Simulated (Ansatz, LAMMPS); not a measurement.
# Settings and their price: glassy 40SiO2-31B2O3-14Al2O3-14K2O (mol %) (137 atoms)

Density of this cell: 2.32 g/cm³. The cell holds 137 atoms: 14 Si, 22 B, 10 Al, 10 K and 81 O. Cell: a = 12.279 Å, b = 12.279 Å, c = 12.279 Å, α = 90.0°, β = 90.0°, γ = 90.0°. 137 atoms (14 Si, 22 B, 10 Al, 10 K, 81 O) placed at random at 2.3 g/cm³, melted at 3000 K for 20 ps at fixed volume with the Buckingham and Coulomb pair potential of Guillot and Sator (Geochim. Cosmochim. Acta 71, 1249 (2007)) with the boron terms of Wang et al. (J. Non-Cryst. Solids 498, 294 (2018)). Quenched from 3000 K to 300 K at 100 K/ps and fixed volume, held 10 ps at zero pressure, then minimised at fixed cell.

Geometry: as built.

Reference run: Kohn-Sham DFT, PBE, PAW (set soft_2), plane waves (Ansatz 0.2.0), cutoff 420 eV, Γ point, fermi-dirac smearing of 0.025 eV.

```
r.m.s. force component                           : 0.9597 eV/Å
pressure                                         : 0.03004 GPa
gap (highest filled to lowest empty level) : 1.232 eV
SCF cycles                                       : 11
time                                             : 44 s on 4 threads of Arm Neoverse V2, shared host
```

Q: Estimate how much each variant changes the results, and its time and memory.
- support functions medium
- support functions low
- support functions medium, radius 3.49 Å
- support functions medium, radius 3.78 Å

Each row is set against the plane-wave reference (Kohn-Sham DFT, PBE, PAW (set soft_2), plane waves; r.m.s. force component 0.960 eV/Å). Energies are set beside the reference only for runs with its functional, potentials and electron count. Times are for 4 threads of Arm Neoverse V2, shared host. The reference's time includes the DOS, the stress and grids, which some other runs skip.

| run | Δ force, r.m.s. (meV/Å) | share of r.m.s. force (%) | Δ energy (meV/atom) | Δ gap (eV) | cycles | time | host memory (GiB) |
| --- | --- | --- | --- | --- | --- | --- | --- |
| reference | - | - | - | - | 11 | 44 s | 2.8 |
| support functions medium | 1.25 | 0.13 | -4.70 | -0.0016 | 15 | 2.6 min | 5.2 |
| support functions low | 1.28 | 0.133 | -4.69 | -0.0015 | 13 | 2.3 min | 5.2 |
| support functions medium, radius 3.49 Å | 1.32 | 0.137 | -4.70 | -0.0023 | 15 | 2.5 min | 5.0 |
| support functions medium, radius 3.78 Å | 1.18 | 0.123 | -4.69 | -0.0011 | 15 | 3 min | 5.5 |

Among numerical settings the force difference runs from 1.2 meV/Å (support functions medium, radius 3.78 Å) to 1.3 meV/Å (support functions medium, radius 3.49 Å). At 137 atoms the fastest of the runs at a preset level, support functions low, takes roughly 3.2 times the time of plane waves (whose run also made extra analyses, so the like-for-like ratio is larger), in 13 SCF cycles against 11. Differences between support functions and plane waves include what basis error the plane-wave run still has. The force difference hardly changes among these support-function runs, which points to the basis of the plane-wave reference as its main source. 

[Logs are printed without paths, hosts, clocks, repeated set-up lines and the standing remarks that a program may print on its own settings, such as how far it seeks lower states.]

[Hosts, paths, dates, database ids (printed as entryN), source tags and the programs' standing remarks are cut or masked in the printed files.]
